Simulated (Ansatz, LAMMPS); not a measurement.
**Which site? B in place of Si in amorphous Si (81 atoms)**

Aim: make B in place of Si at several sites of amorphous Si (81 atoms), relax each, and compare their energies.

Program: Ansatz 0.2.0. Level of theory: Kohn-Sham DFT, PBE, PAW (set soft_2), plane waves. Values are calculated unless marked as measured.

### 1. Set-up

The cell holds 81 atoms: 81 Si. Cell: a = 11.822 Å, b = 11.822 Å, c = 11.822 Å, α = 90.0°, β = 90.0°, γ = 90.0°. 81 atoms (81 Si) placed at random at 2.29 g/cm³, melted at 2500 K for 10 ps at fixed volume with the modified Tersoff potential (Kumagai, Izumi, Hara and Sakai, Comput. Mater. Sci. 39, 457 (2007)). Quenched from 2500 K to 700 K at 5 K/ps and fixed volume, annealed at 800 K for 50 ps, held 5 ps.

Limits known from the start: The quench rate of 5 K/ps is orders of magnitude faster than experiment, which tends to freeze in extra defects. The starting topology of bonds comes from the classical model, and needn't be the one that DFT or experiment would give. The Brillouin zone is sampled at Γ only, in a cell whose shortest periodic width is 12 Å.

### 2. Single point at the start

A single point comes first, to see the forces before anything moves.

input.yaml reads:

```yaml
crystal:
  lattice:
    - [11.8225, 0.0, 0.0]
    - [0.0, 11.8225, 0.0]
    - [0.0, 0.0, 11.8225]
  atoms:
    - { symbol: Si, position: [0.42044, 0.41048, 0.83296] }
    - { symbol: Si, position: [0.0133, 0.5164, 0.22951] }
    - { symbol: Si, position: [0.71997, 0.09898, 0.54649] }
    - { symbol: Si, position: [0.79418, 0.93113, 0.45522] }
    - { symbol: Si, position: [0.12607, 0.17126, 0.72069] }
    - { symbol: Si, position: [0.49263, 0.90273, 0.78358] }
    - { symbol: Si, position: [0.4886, 0.28062, 0.52188] }
    - { symbol: Si, position: [0.47516, 0.71834, 0.32685] }
    - { symbol: Si, position: [0.85321, 0.09683, 0.1877] }
    - { symbol: Si, position: [0.21052, 0.87023, 0.89731] }
    - { symbol: Si, position: [0.03409, 0.95332, 0.93926] }
    - { symbol: Si, position: [0.25488, 0.63783, 0.62183] }
    - { symbol: Si, position: [0.09971, 0.33603, 0.84465] }
    - { symbol: Si, position: [0.83122, 0.24831, 0.48638] }
    - { symbol: Si, position: [0.641, 0.54404, 0.14964] }
    - { symbol: Si, position: [0.8164, 0.26748, 0.28814] }
    - { symbol: Si, position: [0.18508, 0.90426, 0.477] }
    - { symbol: Si, position: [0.33753, 0.00546, 0.86172] }
    - { symbol: Si, position: [0.98013, 0.02656, 0.7571] }
    - { symbol: Si, position: [0.76949, 0.38869, 0.13734] }
    - { symbol: Si, position: [0.69646, 0.99822, 0.12653] }
    - { symbol: Si, position: [0.5101, 0.51563, 0.30021] }
    - { symbol: Si, position: [0.57826, 0.45533, 0.94793] }
    - { symbol: Si, position: [0.61416, 0.66618, 0.9679] }
    - { symbol: Si, position: [0.57508, 0.45761, 0.47842] }
    - { symbol: Si, position: [0.33888, 0.41608, 0.25774] }
    - { symbol: Si, position: [0.78756, 0.73791, 0.84546] }
    - { symbol: Si, position: [0.76699, 0.4372, 0.53072] }
    - { symbol: Si, position: [0.04204, 0.21546, 0.53655] }
    - { symbol: Si, position: [0.14393, 0.21378, 0.19579] }
    - { symbol: Si, position: [0.01559, 0.81391, 0.25499] }
    - { symbol: Si, position: [0.7333, 0.70017, 0.22816] }
    - { symbol: Si, position: [0.31713, 0.74387, 0.00226] }
    - { symbol: Si, position: [0.21174, 0.74335, 0.30773] }
    - { symbol: Si, position: [0.3233, 0.30069, 0.41569] }
    - { symbol: Si, position: [0.59963, 0.11725, 0.0034] }
    - { symbol: Si, position: [0.20691, 0.5611, 0.22185] }
    - { symbol: Si, position: [0.3205, 0.11451, 0.69582] }
    - { symbol: Si, position: [0.03295, 0.61712, 0.00172] }
    - { symbol: Si, position: [0.90556, 0.65661, 0.322] }
    - { symbol: Si, position: [0.21898, 0.58192, 0.02635] }
    - { symbol: Si, position: [0.57895, 0.58076, 0.63976] }
    - { symbol: Si, position: [0.34756, 0.02698, 0.51757] }
    - { symbol: Si, position: [0.6271, 0.75406, 0.56047] }
    - { symbol: Si, position: [0.4674, 0.24891, 0.72029] }
    - { symbol: Si, position: [0.00018, 0.48406, 0.75042] }
    - { symbol: Si, position: [0.81195, 0.42161, 0.72555] }
    - { symbol: Si, position: [0.4703, 0.87129, 0.57699] }
    - { symbol: Si, position: [0.95522, 0.79899, 0.06236] }
    - { symbol: Si, position: [0.39882, 0.11408, 0.0347] }
    - { symbol: Si, position: [0.81172, 0.26121, 0.82582] }
    - { symbol: Si, position: [0.64649, 0.81676, 0.36737] }
    - { symbol: Si, position: [0.98026, 0.66388, 0.82338] }
    - { symbol: Si, position: [0.42454, 0.60488, 0.74827] }
    - { symbol: Si, position: [0.75397, 0.80658, 0.0631] }
    - { symbol: Si, position: [0.8617, 0.80128, 0.5903] }
    - { symbol: Si, position: [0.46203, 0.74789, 0.8872] }
    - { symbol: Si, position: [0.02632, 0.10949, 0.07393] }
    - { symbol: Si, position: [0.96357, 0.26314, 0.95992] }
    - { symbol: Si, position: [0.90878, 0.59263, 0.51806] }
    - { symbol: Si, position: [0.95016, 0.43748, 0.04881] }
    - { symbol: Si, position: [0.39541, 0.99888, 0.20077] }
    - { symbol: Si, position: [0.57258, 0.9903, 0.28782] }
    - { symbol: Si, position: [0.1357, 0.36201, 0.4689] }
    - { symbol: Si, position: [0.94907, 0.98313, 0.32337] }
    - { symbol: Si, position: [0.71676, 0.87039, 0.7293] }
    - { symbol: Si, position: [0.00984, 0.33878, 0.30385] }
    - { symbol: Si, position: [0.30604, 0.28458, 0.09523] }
    - { symbol: Si, position: [0.54012, 0.08056, 0.4661] }
    - { symbol: Si, position: [0.2816, 0.12583, 0.32611] }
    - { symbol: Si, position: [0.69413, 0.29557, 0.99279] }
    - { symbol: Si, position: [0.09483, 0.0698, 0.40354] }
    - { symbol: Si, position: [0.25146, 0.39418, 0.94096] }
    - { symbol: Si, position: [0.32061, 0.75436, 0.49338] }
    - { symbol: Si, position: [0.78373, 0.06504, 0.74528] }
    - { symbol: Si, position: [0.04444, 0.88085, 0.61654] }
    - { symbol: Si, position: [0.08748, 0.52454, 0.56655] }
    - { symbol: Si, position: [0.1417, 0.76652, 0.74555] }
    - { symbol: Si, position: [0.5825, 0.09732, 0.80243] }
    - { symbol: Si, position: [0.36025, 0.81106, 0.1839] }
    - { symbol: Si, position: [0.68729, 0.55233, 0.80105] }
kpoints:
  mp_grid: { grid: [1, 1, 1] }
hamiltonian:
  xc: pbe
scf:
  occupations: { method: gaussian, width: 0.05 }
output:
  forces: true
```

Started as:

```
> ansatz run input.yaml --threads 4 --pin off --max-ram 8192MiB --backend cpu --events-out ev --progress --plain --runs-dir out
```

What it wrote:

```text
[...]
Pseudopotentials: kind: paw
Pseudopotential: Si, paw, valence charge 4, recommended cutoff 420 eV (normal), Si.paw.azcp
[... 5 lines on functional and potentials left out ...]
Crystal: 81 atoms, lattice volume = 1652.449 Å³
Basis set: ecut = 420 eV, 32423 PW (Γ), exchange–correlation on 160×160×160 points (8 copies of the dense FFT grid, shifted against one another)
Bands: 243, of which v1, the nominal top of the filled ones, is band 162 counted from 1 (161 counted from 0)
Symmetry: 1 space group operations
Space group: P1 (ITA 1), of the structure as read, at distance tolerance 1.2e-4 Å
k-points: 1
[... 3 lines on functional and potentials left out ...]
Initial density: superposition of atomic densities (neutral atoms: chi_scale 0, normalization atom), corrected by the library's trained network
Initial wavefunctions: pseudopotential atomic-orbital guess
[...]
SCF iter   1: F=—  HF=-51475.722632 eV  |F-HF|=—  |Δ(HF+E_count)|=         —  Δρ=4.26e-3  dr2=1.08e0  ethr=1.77e-3  ⟨swp⟩=6.0  Hψ=1119  notcnv=0  defer=36
preconditioner: auto → Resta (q_TF=auto, 2.080 Å⁻¹)  ε∞=5.8  [insulator: Δε(μ)=0.190 eV  Ē_g=7.503 eV  σ=0.050 eV  W_gap=0.99  n_scr=250 (ndim 8)  ℏωp=16.4 eV  f_vac=0.003  D(μ)=1.20/eV (n_scr^D=0)  ε∞_Penn≈5.8]
SCF iter   2: F=—  HF=-51475.591573 eV  |F-HF|=—  |Δ(HF+E_count)|=   1.31e-1  Δρ=2.32e-3  dr2=2.03e-1  ethr=3.32e-4  ⟨swp⟩=2.0  Hψ=285  notcnv=0  defer=55
SCF iter   3: F=—  HF=-51475.574472 eV  |F-HF|=—  |Δ(HF+E_count)|=   1.71e-2  Δρ=1.21e-3  dr2=6.77e-2  ethr=6.27e-5  ⟨swp⟩=2.0  Hψ=228  notcnv=0  defer=18
automatic band count: iteration 3 solves 187 bands in place of 243: the levels show a gap, and the empty bands left out lie too high to hold charge; the band table lists the bands solved (type scf.n_extra_bands for more)
SCF iter   4: F=—  HF=-51475.572352 eV  |F-HF|=—  |Δ(HF+E_count)|=   2.12e-3  Δρ=4.00e-4  dr2=1.45e-2  ethr=2.09e-5  ⟨swp⟩=2.0  Hψ=231  notcnv=0  defer=18
SCF iter   5: F=—  HF=-51475.572691 eV  |F-HF|=—  |Δ(HF+E_count)|=   3.39e-4  Δρ=1.74e-4  dr2=1.33e-3  ethr=4.48e-6  ⟨swp⟩=2.0  Hψ=218  notcnv=0  defer=18
[...]
SCF iter  10: F=—  HF=-51475.573722 eV  |F-HF|=—  |Δ(HF+E_count)|=   5.47e-7  Δρ=2.16e-6  dr2=4.42e-7  ethr=8.88e-10  ⟨swp⟩=2.0  Hψ=253  notcnv=0  defer=19
SCF iter  11: F=-51475.573722 eV  HF=-51475.573722 eV  |F-HF|=4.11e-8  |Δ(HF+E_count)|=   1.03e-7  Δρ=1.00e-6  dr2=9.51e-8  ethr=3.09e-11  ⟨swp⟩=5.0  Hψ=685  notcnv=0
SCF 1 converged in 11 iterations: F = -51475.573722 eV  dr2 = 9.51e-8
[...]
SCF converged after 11 iterations
Free energy (F): -51475.573722 eV
Harris-Foulkes:  -51475.573722 eV  (|F-HF|=4.11e-8)
Internal energy: -51475.564931 eV  (E = F + TS)
E sigma→0 (E₀):  -51475.569327 eV
Entropy (-TS):   -0.008790 eV (-0.109 meV/atom)
Fermi energy:    6.337215 eV
--- Per-component energies (eV) ---
[...]
Σ components = -51475.573722   (vs F -51475.573722, Δ=0.00e0)
--- Forces (eV/Å), atoms counted from 1 ---
  atom   1  Si    -0.23357562     1.06797333    -0.17321523
  atom   2  Si    -0.15097765    -0.28416132    -0.56534368
  atom   3  Si     0.73870695    -1.12000069     0.71388618
  atom   4  Si     0.93915589     0.37322724    -0.57570419
[...]
atom  81  Si     0.35548363     0.22210529     0.32103906
  max |Σ_I F_I| component: 2.28e-5 eV/Å
```

Wall time 34 s (4 threads of AMD EPYC 7571, shared host); peak memory 1.5 GiB; 1.8 min of CPU time.

The column dr2 measures how far the density is from self-consistency, as an energy; F and HF (Harris–Foulkes) agree once it is small.

The r.m.s. force at the start is 0.70 eV/Å.

### 3. Relaxation

The atoms are relaxed in the fixed cell, aiming at the force tolerance of the input.

input.yaml reads:

```yaml
crystal:
  lattice:
    - [11.8225, 0.0, 0.0]
    - [0.0, 11.8225, 0.0]
    - [0.0, 0.0, 11.8225]
  atoms:
    [... the 81 atom lines of step 2 ...]
kpoints:
  mp_grid: { grid: [1, 1, 1] }
hamiltonian:
  xc: pbe
scf:
  occupations: { method: gaussian, width: 0.05 }
output:
  forces: true
relax:
  f_tol: 0.05
  max_steps: 120
```

What it wrote:

```text
[...]
Crystal: 81 atoms, lattice volume = 1652.449 Å³
Basis set: ecut = 420 eV, 32423 PW (Γ), exchange–correlation on 160×160×160 points (8 copies of the dense FFT grid, shifted against one another)
Bands: 243, of which v1, the nominal top of the filled ones, is band 162 counted from 1 (161 counted from 0)
Symmetry: 1 space group operations
[...]
k-points: 1
[...]
SCF iter   1: F=—  HF=-51475.722631 eV  |F-HF|=—  |Δ(HF+E_count)|=         —  Δρ=4.26e-3  dr2=1.08e0  ethr=1.77e-3  ⟨swp⟩=6.0  Hψ=1119  notcnv=0  defer=36
[...]
SCF iter   7: F=—  HF=-51475.573700 eV  |F-HF|=—  |Δ(HF+E_count)|=   1.52e-4  Δρ=2.53e-5  dr2=5.82e-5  ethr=7.74e-8  ⟨swp⟩=2.0  Hψ=269  notcnv=0  defer=75
SCF iter   8: F=-51475.573714 eV  HF=-51475.573717 eV  |F-HF|=2.95e-6  |Δ(HF+E_count)|=   1.75e-5  Δρ=1.12e-5  dr2=1.02e-5  ethr=1.80e-8  ⟨swp⟩=4.0  Hψ=609  notcnv=0
SCF 1 converged in 8 iterations: F = -51475.573714 eV  dr2 = 1.02e-5
[...]
relax step   1: F+E_penalty+E_count = -51475.57371432 eV  Δ(F+E_penalty+E_count) = +0.000e0 eV  max|allowed force component| = 1.997e0 eV/Å  Δτ_max = 0.0000 Å  (8 SCF iters, dr2 threshold 6.25e-5 eV, accepted)
[...]
relax step   2: F+E_penalty+E_count = -51480.09332231 eV  Δ(F+E_penalty+E_count) = -4.520e0 eV  max|allowed force component| = 7.736e-1 eV/Å  Δτ_max = 0.1958 Å  (6 SCF iters, dr2 threshold 1.00e-4 eV, accepted)
[...]
relax step   3: F+E_penalty+E_count = -51481.48982256 eV  Δ(F+E_penalty+E_count) = -1.397e0 eV  max|allowed force component| = 4.269e-1 eV/Å  Δτ_max = 0.1961 Å  (6 SCF iters, dr2 threshold 3.74e-5 eV, accepted)
relax step   4: F+E_penalty+E_count = -51481.97614637 eV  Δ(F+E_penalty+E_count) = -4.863e-1 eV  max|allowed force component| = 3.415e-1 eV/Å  Δτ_max = 0.2000 Å  (6 SCF iters, dr2 threshold 2.74e-5 eV, accepted)
relax step   5: F+E_penalty+E_count = -51482.41020173 eV  Δ(F+E_penalty+E_count) = -4.341e-1 eV  max|allowed force component| = 3.130e-1 eV/Å  Δτ_max = 0.2000 Å  (6 SCF iters, dr2 threshold 3.55e-5 eV, accepted)
relax step   6: F+E_penalty+E_count = -51482.68490351 eV  Δ(F+E_penalty+E_count) = -2.747e-1 eV  max|allowed force component| = 2.735e-1 eV/Å  Δτ_max = 0.1949 Å  (6 SCF iters, dr2 threshold 6.27e-5 eV, accepted)
relax step   7: F+E_penalty+E_count = -51482.81847514 eV  Δ(F+E_penalty+E_count) = -1.336e-1 eV  max|allowed force component| = 2.137e-1 eV/Å  Δτ_max = 0.2000 Å  (6 SCF iters, dr2 threshold 5.71e-5 eV, accepted)
relax step   8: F+E_penalty+E_count = -51482.86944729 eV  Δ(F+E_penalty+E_count) = -5.097e-2 eV  max|allowed force component| = 1.997e-1 eV/Å  Δτ_max = 0.0564 Å  (6 SCF iters, dr2 threshold 2.79e-5 eV, accepted)
relax step   9: F+E_penalty+E_count = -51482.91922760 eV  Δ(F+E_penalty+E_count) = -4.978e-2 eV  max|allowed force component| = 1.938e-1 eV/Å  Δτ_max = 0.0983 Å  (6 SCF iters, dr2 threshold 2.44e-5 eV, accepted)
relax step  10: F+E_penalty+E_count = -51482.95247500 eV  Δ(F+E_penalty+E_count) = -3.325e-2 eV  max|allowed force component| = 1.985e-1 eV/Å  Δτ_max = 0.0824 Å  (6 SCF iters, dr2 threshold 3.28e-5 eV, accepted)
relax step  11: F+E_penalty+E_count = -51482.97671220 eV  Δ(F+E_penalty+E_count) = -2.424e-2 eV  max|allowed force component| = 8.507e-2 eV/Å  Δτ_max = 0.0482 Å  (5 SCF iters, dr2 threshold 3.71e-5 eV, accepted)
[...]
relax step  12: F+E_penalty+E_count = -51482.98192620 eV  Δ(F+E_penalty+E_count) = -5.214e-3 eV  max|allowed force component| = 2.762e-2 eV/Å  Δτ_max = 0.0286 Å  (8 SCF iters, accepted)
SCF converged after 8 iterations
Free energy (F): -51482.981926 eV
[...]
Internal energy: -51482.981403 eV  (E = F + TS)
E sigma→0 (E₀):  -51482.981665 eV
Entropy (-TS):   -0.000523 eV (-0.006 meV/atom)
Fermi energy:    6.144697 eV
[...]
Σ components = -51482.981926   (vs F -51482.981926, Δ=0.00e0)
--- Forces (eV/Å), atoms counted from 1 ---
  atom   1  Si    -0.01512027     0.00188493    -0.01193824
  atom   2  Si    -0.00148835    -0.00505798    -0.00239724
  atom   3  Si    -0.00860902    -0.01122325     0.00894739
  atom   4  Si     0.00521296     0.00439229    -0.00222046
[...]
atom  81  Si    -0.00288540     0.01020288    -0.00608120
  max |Σ_I F_I| component: 4.49e-5 eV/Å
--- Relaxed structure (12 steps of the walk, 12 accepted, 0 SCFs on fresh bases) ---
  F+E_penalty+E_count = -51482.98192620 eV   max|allowed force component| = 2.762e-2 eV/Å
  atoms:
    - { symbol: Si, position: [0.426953, 0.427811, 0.812160] }
    - { symbol: Si, position: [0.010639, 0.500009, 0.216048] }
    - { symbol: Si, position: [0.740297, 0.087527, 0.539629] }
    - { symbol: Si, position: [0.811220, 0.922225, 0.445184] }
[...]
- { symbol: Si, position: [0.702407, 0.558093, 0.780593] }
```

Elapsed: 4.1 min, on 4 threads; peak memory 1.5 GiB.

The relaxation converged after 12 steps, 7.41 eV below its start, with a largest force component of 0.028 eV/Å.

(Part 1 of 3 ends here.)

[Long decimals in the printed logs are rounded to 6 places.]

[Logs are printed without paths, hosts, clocks, repeated set-up lines and the standing remarks that a program may print on its own settings, such as how far it seeks lower states.]

[Hosts, paths, dates, database ids (printed as entryN), source tags and the programs' standing remarks are cut or masked in the printed files.]
